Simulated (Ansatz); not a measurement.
# What BiP (model cell, started as CsCl type) distorts into, part 3 of 3

Which phase does BiP (model cell, started as CsCl type) fall into along its unstable mode, and how much energy does it gain?

Ansatz 0.2.0; DFT PBEsol, scalar-relativistic, plane waves, PAW.

So far. Step 5 (Energy along the mode, all amplitudes (two of the runs …): The lowest of the steps tried is at 0.32 Å, 23.8 meV/atom below the parent; the bottom of the well need not coincide with a step. Step 7 (The new phase in its own primitive cell): The largest force component left is 0.047 meV/Å and the pressure is 0.002 GPa, within the tolerances set. The cell now holds 23.57 Å³/atom. The relaxed cell has a = 5.039, c = 3.712 Å (conventional setting).

The structure was built from a prototype and need not be the compound's stable phase.

## (8) Modes of the new phase, k-mesh 8×8×12

A relaxed structure may still be a saddle point, so its zone-centre modes are computed. No field response is asked, since the mesh shows no gap.

The input, input.yaml:

```yaml
crystal:
  lattice:
    - [5.0394937484, 0.0, 0.0]
    - [0.0, 5.0394937484, 0.0]
    - [0.0, 0.0, 3.7121656466]
  atoms:
    - { symbol: Bi, position: [0.0, 0.0, 0.0] }
    - { symbol: Bi, position: [0.5, 0.5, 0.0] }
    - { symbol: P, position: [0.0, 0.5, 0.6343389843] }
    - { symbol: P, position: [0.5, 0.0, 0.3656610157] }
kpoints:
  mp_grid: { grid: [8, 8, 12] }
hamiltonian:
  xc: pbesol
scf:
  occupations: { method: methfessel_paxton, width: 0.2 }
output:
  eigenvalues: true
phonons:
  method: dfpt
```

The run is started by

```sh
$ ansatz run input.yaml --threads 4 --pin off --max-ram 7168MiB --backend cpu --events-out ev --progress --plain --runs-dir out
```

Numbers of over 12 decimals in the logs are rounded to 6 here.

What it wrote:

```text
zone centre: on kpoints.mp_grid the ground state, and the responses unless they are solved on pairs of k-points, stand on 175 of the mesh's 768 k-points, reduced under 4 symmetry operations, with k and −k counted as one. Each operation leaves every solved displacement unchanged or reverses it
[...]
Crystal: 4 atoms, lattice volume = 94.276 Å³
Basis set: ecut = 420 eV, 1841 PW (Γ), exchange–correlation on 72×72×50 points (8 copies of the dense FFT grid, shifted against one another)
Bands: 24, of which v1, the nominal top of the filled ones, is band 20 counted from 1 (19 counted from 0)
Symmetry: 16 space group operations
k-points: 175 of 768 (irreducible under 4 space group operations, time reversal used)
[...]
SCF iter   1: F=—  HF=-25962.849766 eV  |F-HF|=—  |Δ(HF+E_count)|=         —  Δρ=5.65e-3  dr2=6.77e-2  ethr=1.77e-3  ⟨swp⟩=8.0  Hψ=46927  notcnv=0
[...]
SCF iter   9: F=-25962.830524 eV  HF=-25962.830524 eV  |F-HF|=7.28e-12  |Δ(HF+E_count)|=  4.37e-11  S|Δr|=    0.00e0  Δρ=8.15e-8  dr2=8.20e-12  ethr=1.00e-12  ⟨swp⟩=14.1  Hψ=33146  notcnv=0
SCF 1 converged in 9 iterations: F = -25962.830524 eV  dr2 = 8.20e-12
[...]
DFPT response loops at Γ: preconditioner auto → Kerker (q_TF=auto, 2.365 Å⁻¹) (partly filled bands, converged f_vac=0.000); β = 1.00, the filter's whole step (`scf.mixing.beta` (0.50) is not read by the response loops under this deck's `scf.mixing.preconditioner`; to damp them name `kerker` or `kerker_dos`, under which they read `scf.mixing.beta`, and type it under 1.00, their step now; both keys bind the ground state too); Broyden in place of MSR1
SCF converged after 9 iterations
[...]
Free energy (F): -25962.830524 eV
[...]
Internal energy: -25962.829593 eV  (E = F + TS)
E sigma→0 (E₀):  -25962.830291 eV
Entropy (-TS):   -0.000932 eV (-0.233 meV/atom)
Fermi energy:    10.914301 eV
[...]
--- Band table (eV; the first three rows and the last of 175) ---
  k-point 0: bands = [... 16 lower, 8.6201, 8.6201, 9.3152, 10.4987, 13.3091, 13.5947, 14.6138, 14.7736, ... 4 higher]
  k-point 1: bands = [... 16 lower, 8.6600, 8.6600, 9.1141, 10.4183, 12.9554, 13.4656, 14.2466, 14.2466, ... 4 higher]
  k-point 2: bands = [... 16 lower, 8.7583, 8.7583, 8.7771, 10.0918, 11.7014, 13.2923, 13.2923, 13.6684, ... 4 higher]
  k-point 174: bands = [... 16 lower, 5.5632, 5.5632, 11.6678, 11.6678, 13.8899, 13.8899, 14.3522, 14.3522, ... 4 higher]
--- Phonons (Γ-DFPT): 4 representative perturbations + reference, on 175 of 768 k-points (Σ response iterations 12) ---
  k mesh reduced under 4 symmetry operations, with k and −k counted as one. Each operation leaves every solved displacement unchanged or reverses it
  ASR residual: 4.945e-5 → 0.000e0 eV/Å²; symmetrization residual: 1.017e-5 eV/Å²
  ASR residual per site (eV/Å²): 8.72e-6 8.72e-6 4.94e-5 4.94e-5
  Γ frequencies (cm⁻¹): 0.00 0.00 0.00 37.59 75.80 75.80 123.04 123.04 134.37 134.37 157.74 172.80
  non-analytic LO–TO correction: not included (Born effective charges unavailable; polar crystals: no LO–TO splitting at Γ)
```

It took 44 s on 4 threads of Arm Neoverse V2, shared host; peak memory 1.7 GiB; 2.8 min of CPU time.

This step gave:

```yaml
sum_rule_residual_before_enforcement: 4.94e-5 eV/Å²
point_group: 4/mmm
highest_optical_mode_at_the_zone_centre_no_lo_to_term: 172.8 cm⁻¹
lowest_optical_zone_centre_mode: 37.59 cm⁻¹
```

Patterns of degenerate modes are one choice out of their space. Modes at Γ, with each element's share of the kinetic energy:

```csv
mode,frequency (cm⁻¹),symmetry,Bi %,P %
1,0.0,acoustic,87,13
2,0.0,acoustic,87,13
3,0.0,acoustic,87,13
4,37.6,B1g,100,0
5,75.8,Eg,90,10
6,75.8,Eg,90,10
7,123.0,Eg,10,90
8,123.0,Eg,10,90
9,134.4,Eu,13,87
10,134.4,Eu,13,87
11,157.7,A2u,13,87
12,172.8,A1g,0,100
```

Displacements in mode 4 (37.6 cm⁻¹), the largest set to 1:
```
Bi1  0.00  0.00  1.00
Bi2  0.00  0.00 -1.00
P3   0.00  0.00  0.00
P4   0.00  0.00  0.00
```

Displacements in mode 8 (123.0 cm⁻¹), the largest set to 1:
```
Bi1 -0.13  0.00  0.00
Bi2  0.13  0.00  0.00
P3  -1.00  0.04  0.00
P4   1.00 -0.04  0.00
```

Before it was imposed, the acoustic sum rule was missed by 4.9e-5 eV/Å². Small misses are needed for a sound result but don't prove that mesh and cutoff are converged. The lowest optical mode is real, 37.6 cm⁻¹.

## (9) Outcome

| Quantity | Value |
| --- | --- |
| unstable mode of the parent | q = (0, -0.5, -0.5), 141i cm⁻¹ |
| depth at the lowest point sampled | 23.8 meV/atom |
| largest atomic shift at that point | 0.32 Å |
| space group reached (within 0.01 Å) | P4/nmm |
| energy gained over the parent (first relaxation, on the mesh of the frozen mode) | 42.5 meV/atom |
| volume per atom, phase reached | 23.6 Å³ |
| lowest optical zone-centre mode, phase reached | 37.6 cm⁻¹ |
| highest optical mode at the zone centre (no LO-TO term), phase reached | 173 cm⁻¹ |

What this shows: Along this mode the structure falls into P4/nmm, 42.5 meV/atom below the parent. At the parent's cell the well is 23.79 meV/atom deep on the steps tried, with its lowest point at a shift of 0.32 Å. Relaxing atoms and cell changes the gain by +18.66 meV/atom against the lowest step (energies at zero smearing). The new phase has no imaginary mode at the zone centre of its cell; other wavevectors were not checked. Of the 2 patterns followed to their end from this parent, this one reaches the lowest energy. Each path keeps the symmetry of its pattern, so a lower phase may lie along a pattern not tried. With no gap, or one that is small against the smearing, the frequencies hang on the k mesh and the smearing, most of all near Kohn anomalies. Spin-orbit coupling is left out, which can matter for the heavy elements here. A phonon run warned that its eigensolver left some bands unconverged in a pass. The starting cell was built on a prototype and not taken from a measurement, so the phase need not exist.

[Logs are printed without paths, hosts, clocks, repeated set-up lines and the standing remarks that a program may print on its own settings, such as how far it seeks lower states.]

[Hosts, paths, dates, database ids (printed as entryN), source tags and the programs' standing remarks are cut or masked in the printed files.]
